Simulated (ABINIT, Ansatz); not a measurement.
# SrW (Pm-3m): phonons by linear response, part 2 of 4

Aim: the phonon dispersion of SrW (Pm-3m), checked by a second program.

ABINIT 10.8.3; DFT PBE, scalar-relativistic, plane waves, SPMS norm-conserving pseudopotentials.

So far. Step 5 (Relaxation): The volume changes by -0.1 % in this run and stands -24.6 % from the first cell. The relaxed cell has a = 3.701 Å (conventional setting).

The structure was built from a prototype and need not be the compound's stable phase.

## (7) Zone-centre response

At q = 0 one unit cell holds all displacements. The response is solved for single atoms along the cell's directions, and symmetry skips those that follow from others. The crystal is treated as a metal, which screens a static field, so no field response is asked.

dfpt_gamma.abi

```

# common to the responses
getwfk_filepath "gso_WFK"
kptopt 2
nqpt 1
qpt 0.0 0.0 0.0
asr 0
chneut 0

# displacements
rfphon 1
rfatpol 1 2
rfdir 1 1 1
tolvrs 1.0d-10
prtwf 0
prtpot 1

# basis, mesh and filling
ecut 30.0
ngkpt 8 8 8
nshiftk 1
shiftk 0.0 0.0 0.0
istwfk *1
occopt 7
tsmear 0.01
nband 19
nstep 100
diemac 1000000.0
prtebands 0
prtgsr 0
useylm 1

# cell and atoms
acell 3*1.0 Angstrom
rprim 
    3.70104643 0.0 0.0
    0.0 3.70104643 0.0
    0.0 0.0 3.70104643
ntypat 2
znucl 38 74
natom 2
typat 1 2
xred 
    0.0 0.0 0.0
    0.5 0.5 0.5
pp_dirpath "./pseudo"
pseudos "Sr.psp8, W.psp8"
```

Launch:

```
$ OMP_NUM_THREADS=1 mpirun -n 4 abinit dfpt_gamma.abi > dfpt_gamma.log
```

Numbers of over 12 decimals in the logs are rounded to 6 here.

dfpt_gamma.abo, the main output file:

```text
[banners, grids, parts of the stress and lines that vanish by symmetry left out]
- input  file    -> dfpt_gamma.abi
- output file    -> dfpt_gamma.abo
- root for input  files -> dfpt_gammai
- root for output files -> dfpt_gammao

 Symmetries : space group Pm -3 m (#221); Bravais cP (primitive cubic)
================================================================================
 Values of the parameters that define the memory need of the present run (RF).
     intxc =       0      iscf =       7    lmnmax =      32     lnmax =       8
     mgfft =      36  mpssoang =       4    mqgrid =    3001     natom =       2
  nloc_mem =       1    nspden =       1   nspinor =       1    nsppol =       1
      nsym =      48    n1xccc =    2501    ntypat =       2    occopt =       7
   xclevel =       2
-    mband =          19        mffmem =           1         mkmem =          65
-   mkqmem =          65        mk1mem =          65           mpw =        2730
      nfft =       46656          nkpt =         260
- my_mband =          19
================================================================================
================================================================================

--------------------------------------------------------------------------------
------------- Echo of variables that govern the present computation ------------
--------------------------------------------------------------------------------
-
- outvars: echo of selected default values
-   iomode0 =  0 , fftalg0 =312 , wfoptalg0 =  0
-
- outvars: echo of global parameters not present in the input file
-  max_nthreads =    1
-
 -outvars: echo values of preprocessed input variables
 [... echo left out ...]
================================================================================

 chkinp: Checking input parameters for consistency.

[...]
== DATASET  1 ==================================================================
-   mpi_nproc: 4, omp_nthreads: 1 (-1 if OMP is not activated)

--- !DatasetInfo
iteration_state: {dtset: 1, }
dimensions: {natom: 2, nkpt: 260, mband: 19, nsppol: 1, nspinor: 1, nspden: 1, mpw: 2730, }
cutoff_energies: {ecut:  30.0, pawecutdg:  -1.0, }
electrons: {nelect:   2.40000000E+01, charge:   0.00000000E+00, occopt:   7.00000000E+00, tsmear:   1.00000000E-02, }
meta: {optdriver: 1, rfphon: 1, }
...

 mkfilename: getwfk from: gso_WFK

 Exchange-correlation functional for the present dataset will be:
  GGA: Perdew-Burke-Ernzerhof functional - ixc=11
 Citation for XC functional:
  J.P.Perdew, K.Burke, M.Ernzerhof, PRL 77, 3865 (1996)

 Real(R)+Recip(G) space primitive vectors, cartesian coordinates (Bohr,Bohr^-1):
 R(1)=  6.9939641  0.0000000  0.0000000  G(1)=  0.1429804  0.0000000  0.0000000
 R(2)=  0.0000000  6.9939641  0.0000000  G(2)=  0.0000000  0.1429804  0.0000000
 R(3)=  0.0000000  0.0000000  6.9939641  G(3)=  0.0000000  0.0000000  0.1429804
 Unit cell volume ucvol=  3.4211349E+02 bohr^3
 Angles (23,13,12)=  9.00000000E+01  9.00000000E+01  9.00000000E+01 degrees
 setup1 : take into account q-point for computing boxcut.

 getcut: wavevector=  0.0000  0.0000  0.0000  ngfft=  36  36  36
         ecut(hartree)=     30.000   => boxcut(ratio)=   2.08763

--- Pseudopotential description ------------------------------------------------
- pspini: atom type   1  psp file is ./pseudo/Sr.psp8

- pspini: atom type   2  psp file is ./pseudo/W.psp8

   1.89043649E+03                                ecore*ucvol(ha*bohr**3)
--------------------------------------------------------------------------------

 ==>  initialize data related to q vector <==

 The list of irreducible perturbations for this q vector is:
    1)    idir= 1    ipert=   1
    2)    idir= 1    ipert=   2

[...]
The perturbation idir=   2  ipert=   1 is
 symmetric of a previously calculated perturbation.
 So, its SCF calculation is not needed.

 The perturbation idir=   3  ipert=   1 is
 symmetric of a previously calculated perturbation.
 So, its SCF calculation is not needed.

 The perturbation idir=   2  ipert=   2 is
 symmetric of a previously calculated perturbation.
 So, its SCF calculation is not needed.

 The perturbation idir=   3  ipert=   2 is
 symmetric of a previously calculated perturbation.
 So, its SCF calculation is not needed.

--------------------------------------------------------------------------------
 Perturbation wavevector (in red.coord.)   0.000000  0.000000  0.000000
 Perturbation : displacement of atom   1   along direction   1
 Found     8 symmetries that leave the perturbation invariant.

[...]
dfpt_looppert : total number of electrons, from k and k+q
  fully or partially occupied states are    2.400000E+01 and    2.400000E+01.
 Initialisation of the first-order wave-functions :
  ireadwf=   0

--- !BeginCycle
iteration_state: {dtset: 1, }
solver: {iscf: 7, nstep: 100, nline: 4, wfoptalg: 0, }
tolerances: {tolvrs: 1.00E-10, }
...

     iter   2DEtotal(Ha)        deltaE(Ha) residm    vres2
-ETOT  1   3.188077     -7.402E+02 2.564E+00 8.080E+02
 ETOT  2   2.697890     -4.902E-01 2.496E-02 4.306E+01
 ETOT  3   2.679481     -1.841E-02 6.485E-05 3.945E-01
 ETOT  4   2.679350     -1.310E-04 1.606E-06 1.843E-02
 ETOT  5   2.679335     -1.569E-05 1.097E-07 1.647E-04
[...]
At SCF step   10       vres2   =  3.52E-12 < tolvrs=  1.00E-10 =>converged.
[...]
Mean square residual over all n,k,spin=   66.336E-17; max=  75.276E-14

 Thirteen components of 2nd-order total energy (hartree) are
 1,2,3: 0th-order hamiltonian combined with 1st-order wavefunctions
     kin0=   5.37954063E+02 eigvalue=   7.56719879E+01  local=  -3.51185165E+02
 4,5,6: 1st-order hamiltonian combined with 1st and 0th-order wfs
 loc psp =  -1.19795935E+03  Hartree=   3.22393940E+02     xc=  -7.39176032E+01
 note that "loc psp" includes a xc core correction that could be resolved
 7,8,9: eventually, occupation + non-local contributions
    edocc=   1.08359538E+02     enl0=   1.21478724E+02   enl1=  -2.83551620E+02
 1-9 gives the relaxation energy (to be shifted if some occ is /=2.0)
   erelax=  -7.40755486E+02
 10,11,12 Non-relaxation  contributions : frozen-wavefunctions and Ewald
 fr.local=   5.06670085E+02 fr.nonlo=   1.42281932E+02  Ewald=   8.38481035E+01
 13,14 Frozen wf xc core corrections (1) and (2)
 frxc 1  =  -1.47936061E+02  frxc 2 =   1.58570760E+02
 Resulting in :
 2DEtotal=    0.2679334469E+01 Ha. Also 2DEtotal=    0.729084051257E+02 eV
    (2DErelax=   -7.4075548585E+02 Ha. 2DEnonrelax=    7.4343482032E+02 Ha)
    (  non-var. 2DEtotal :    2.6793350183E+00 Ha)

[...]
Perturbation wavevector (in red.coord.)   0.000000  0.000000  0.000000
 Perturbation : displacement of atom   2   along direction   1
 Found     8 symmetries that leave the perturbation invariant.

--------------------------------------------------------------------------------

--------------------------------------------------------------------------------

 dfpt_looppert : total number of electrons, from k and k+q
  fully or partially occupied states are    2.400000E+01 and    2.400000E+01.
 Initialisation of the first-order wave-functions :
  ireadwf=   0

--- !BeginCycle
iteration_state: {dtset: 1, }
solver: {iscf: 7, nstep: 100, nline: 4, wfoptalg: 0, }
tolerances: {tolvrs: 1.00E-10, }
...

     iter   2DEtotal(Ha)        deltaE(Ha) residm    vres2
-ETOT  1   2.958490     -2.047E+03 2.073E+00 1.980E+02
[...]
ETOT  9   2.677822     -8.549E-11 3.985E-09 1.059E-09
 ETOT 10   2.677822     -9.550E-12 6.820E-10 5.306E-12

 At SCF step   10       vres2   =  5.31E-12 < tolvrs=  1.00E-10 =>converged.
[...]
Mean square residual over all n,k,spin=   53.503E-14; max=  68.198E-11

 Thirteen components of 2nd-order total energy (hartree) are
 1,2,3: 0th-order hamiltonian combined with 1st-order wavefunctions
     kin0=   1.28687892E+03 eigvalue=   1.75377625E+02  local=  -5.09174322E+02
 4,5,6: 1st-order hamiltonian combined with 1st and 0th-order wfs
 loc psp =  -2.60289827E+03  Hartree=   9.36309287E+02     xc=  -1.39185862E+02
 note that "loc psp" includes a xc core correction that could be resolved
 7,8,9: eventually, occupation + non-local contributions
    edocc=   3.37159414E+02     enl0=  -4.05065682E+01   enl1=  -1.49081871E+03
 1-9 gives the relaxation energy (to be shifted if some occ is /=2.0)
   erelax=  -2.04685849E+03
 10,11,12 Non-relaxation  contributions : frozen-wavefunctions and Ewald
 fr.local=   1.14463206E+03 fr.nonlo=   7.44273023E+02  Ewald=   8.38481035E+01
 13,14 Frozen wf xc core corrections (1) and (2)
 frxc 1  =  -2.36380087E+02  frxc 2 =   3.13163213E+02
 Resulting in :
 2DEtotal=    0.2677821641E+01 Ha. Also 2DEtotal=    0.728672389765E+02 eV
    (2DErelax=   -2.0468584905E+03 Ha. 2DEnonrelax=    2.0495363122E+03 Ha)
    (  non-var. 2DEtotal :    2.6778211011E+00 Ha)

[...]
---- first-order wavefunction calculations are completed ----

 ==> Compute Derivative Database <==

 [... matrices left out ...]
  Phonon wavevector (reduced coordinates) :  0.00000  0.00000  0.00000
 Phonon energies in Hartree :
   3.340784E-06  3.340785E-06  3.340786E-06  7.115299E-04  7.115299E-04
   7.115299E-04
 Phonon frequencies in cm-1    :
-  7.332174E-01  7.332175E-01  7.332177E-01  1.561628E+02  1.561628E+02
-  1.561628E+02

== END DATASET(S) ==============================================================
================================================================================

 -outvars: echo values of variables after computation
            acell      1.8897261259E+00  1.8897261259E+00  1.8897261259E+00 Bohr
           etotal      2.6778216412E+00
            fcart      0.0000000000E+00  0.0000000000E+00  0.0000000000E+00
           strten      0.0000000000E+00  0.0000000000E+00  0.0000000000E+00
================================================================================
```

Elapsed: 3.3 min, on 4 MPI ranks of Intel Xeon at 2.50GHz (Skylake/Cascade Lake), shared host.

This step gave:

- largest acoustic frequency at the zone centre before the sum rule: 0.73 cm⁻¹
- highest optical zone-centre mode (no LO-TO term): 156.2 cm⁻¹
- lowest optical zone-centre mode: 156.2 cm⁻¹

The acoustic modes at Γ come out as far as 0.7 cm⁻¹ from zero, where they should vanish, a small numerical error.

## (8) Linear response on the mesh

Linear response treats each wavevector of the 2×2×2 mesh in the unit cell; the first-order potentials are kept for the electron-phonon matrix elements.

dfpt_q.abi

```
ndtset 3

# wavevectors
qpt1 0.5 0.0 0.0
qpt2 0.5 0.5 0.0
qpt3 0.5 0.5 0.5

# displacements
getwfk_filepath "gso_WFK"
getwfq_filepath "gso_WFK"
kptopt 3
nqpt 1
rfphon 1
rfatpol 1 2
rfdir 1 1 1
tolvrs 1.0d-10
prtwf 0
prtpot 1

# basis, mesh and filling
ecut 30.0
ngkpt 8 8 8
nshiftk 1
shiftk 0.0 0.0 0.0
istwfk *1
occopt 7
tsmear 0.01
nband 19
nstep 100
diemac 1000000.0
prtebands 0
prtgsr 0
useylm 1

# cell and atoms
acell 3*1.0 Angstrom
rprim 
    3.70104643 0.0 0.0
    0.0 3.70104643 0.0
    0.0 0.0 3.70104643
ntypat 2
znucl 38 74
natom 2
typat 1 2
xred 
    0.0 0.0 0.0
    0.5 0.5 0.5
pp_dirpath "./pseudo"
pseudos "Sr.psp8, W.psp8"
```

Launch:

```
$ OMP_NUM_THREADS=1 mpirun -n 4 abinit dfpt_q.abi > dfpt_q.log
```

dfpt_q.abo, the main output file:

```text
[banners, grids, parts of the stress and lines that vanish by symmetry left out]
- input  file    -> dfpt_q.abi
- output file    -> dfpt_q.abo
- root for input  files -> dfpt_qi
[...]
DATASET    1 : space group Pm -3 m (#221); Bravais cP (primitive cubic)
[...]
nfft =       46656          nkpt =         512
[...]
DATASET    2 : space group Pm -3 m (#221); Bravais cP (primitive cubic)
[...]
nfft =       46656          nkpt =         512
[...]
DATASET    3 : space group Pm -3 m (#221); Bravais cP (primitive cubic)
[...]
nfft =       46656          nkpt =         512
[...]
== DATASET  1 ==================================================================
[...]
cutoff_energies: {ecut:  30.0, pawecutdg:  -1.0, }
[...]
Exchange-correlation functional for the present dataset will be:
  GGA: Perdew-Burke-Ernzerhof functional - ixc=11
[...]
Perturbation : displacement of atom   1   along direction   1
[...]
-ETOT  1   889.42378561283     -5.241E+01 2.687E+00 6.482E+06
 ETOT  2   76653.894902886      7.576E+04 2.354E+00 5.379E+08
 ETOT  3   36.167133070845     -7.662E+04 1.740E+00 2.143E+05
 ETOT  4   4.143014     -3.202E+01 2.053E-02 2.538E+03
 ETOT  5   3.805477     -3.375E-01 3.545E-04 3.186E+00
[...]
At SCF step   14       vres2   =  6.18E-12 < tolvrs=  1.00E-10 =>converged.
[...]
Perturbation : displacement of atom   1   along direction   2
[...]
-ETOT  1   2.878026     -7.312E+02 2.576E+00 6.376E+02
[...]
At SCF step   13       vres2   =  6.50E-11 < tolvrs=  1.00E-10 =>converged.
[...]
Perturbation : displacement of atom   2   along direction   1
[...]
-ETOT  1   17.122083268479     -2.421E+03 2.058E+00 1.794E+05
[...]
At SCF step   13       vres2   =  5.07E-11 < tolvrs=  1.00E-10 =>converged.
[...]
Perturbation : displacement of atom   2   along direction   2
[...]
-ETOT  1   2.269583     -2.029E+03 2.073E+00 4.947E+01
[...]
At SCF step   13       vres2   =  9.81E-12 < tolvrs=  1.00E-10 =>converged.
[...]
Phonon wavevector (reduced coordinates) :  0.50000  0.00000  0.00000
 Phonon energies in Hartree :
[...]
Phonon frequencies in cm-1    :
- -9.673240E+01  7.761486E+01  7.761486E+01  1.158883E+02  1.158883E+02
-  1.531539E+02
[...]
== DATASET  2 ==================================================================
[...]
cutoff_energies: {ecut:  30.0, pawecutdg:  -1.0, }
[...]
Exchange-correlation functional for the present dataset will be:
  GGA: Perdew-Burke-Ernzerhof functional - ixc=11
[...]
Perturbation : displacement of atom   1   along direction   1
[...]
-ETOT  1   10.350999541711     -8.312E+02 2.690E+00 3.026E+04
[...]
Perturbation : displacement of atom   1   along direction   3
[...]
-ETOT  1   1.733808     -7.250E+02 2.565E+00 3.769E+01
[...]
Perturbation : displacement of atom   2   along direction   1
[...]
-ETOT  1   1.509861     -2.240E+03 2.077E+00 2.086E+04
[...]
Perturbation : displacement of atom   2   along direction   3
[...]
-ETOT  1   3.247600     -2.014E+03 2.073E+00 2.227E+02
[...]
Phonon wavevector (reduced coordinates) :  0.50000  0.50000  0.00000
 Phonon energies in Hartree :
[...]
Phonon frequencies in cm-1    :
- -1.119543E+02 -1.119543E+02  9.332555E+01  9.752952E+01  1.610216E+02
-  1.610216E+02
[...]
== DATASET  3 ==================================================================
[...]
cutoff_energies: {ecut:  30.0, pawecutdg:  -1.0, }
[...]
Exchange-correlation functional for the present dataset will be:
  GGA: Perdew-Burke-Ernzerhof functional - ixc=11
[...]
Perturbation : displacement of atom   1   along direction   1
[...]
-ETOT  1   6.112681     -7.972E+02 2.705E+00 6.795E+03
[...]
At SCF step   13       vres2   =  6.37E-13 < tolvrs=  1.00E-10 =>converged.
[...]
Perturbation : displacement of atom   2   along direction   1
[...]
-ETOT  1 -0.850560     -2.168E+03 2.058E+00 7.577E+03
[...]
ETOT 12  -3.335541     -4.911E-11 5.331E-14 1.569E-10
 ETOT 13  -3.335541      8.640E-12 2.186E-15 1.031E-12
 At SCF step   13       vres2   =  1.03E-12 < tolvrs=  1.00E-10 =>converged.
[...]
Phonon wavevector (reduced coordinates) :  0.50000  0.50000  0.50000
 Phonon energies in Hartree :
[...]
Phonon frequencies in cm-1    :
- -9.899931E+01 -9.899931E+01 -9.899931E+01  1.393609E+02  1.393609E+02
-  1.393609E+02
[...]
strten2     0.0000000000E+00  0.0000000000E+00  0.0000000000E+00
           strten3     0.0000000000E+00  0.0000000000E+00  0.0000000000E+00
================================================================================
```

Wall time 67 min (4 MPI ranks); 4.4 h of CPU time.

Read from the output:

```yaml
lowest_mode_on_the_q_mesh_acoustic_ones_at_the_zone_centre_apart: -112.0 cm⁻¹
```

Frequencies (cm⁻¹) before the sum rule at the irreducible wavevectors but Γ, which is solved apart; negative means imaginary. Frequencies by wavevector:

```
q (fractions)  star  mode 1  mode 2  mode 3  mode 4  mode 5  mode 6
      0.5 0 0     3  -96.73   77.61   77.61   115.9   115.9   153.2
    0.5 0.5 0     3    -112    -112   93.33   97.53     161     161
  0.5 0.5 0.5     1     -99     -99     -99   139.4   139.4   139.4
```

(Part 2 of 4 ends here.)

[Host names and launcher messages were left out of these logs when they were recorded.]

[Logs are printed without paths, hosts, clocks, repeated set-up lines and the standing remarks that a program may print on its own settings, such as how far it seeks lower states.]

[Hosts, paths, dates, database ids (printed as entryN), source tags and the programs' standing remarks are cut or masked in the printed files.]
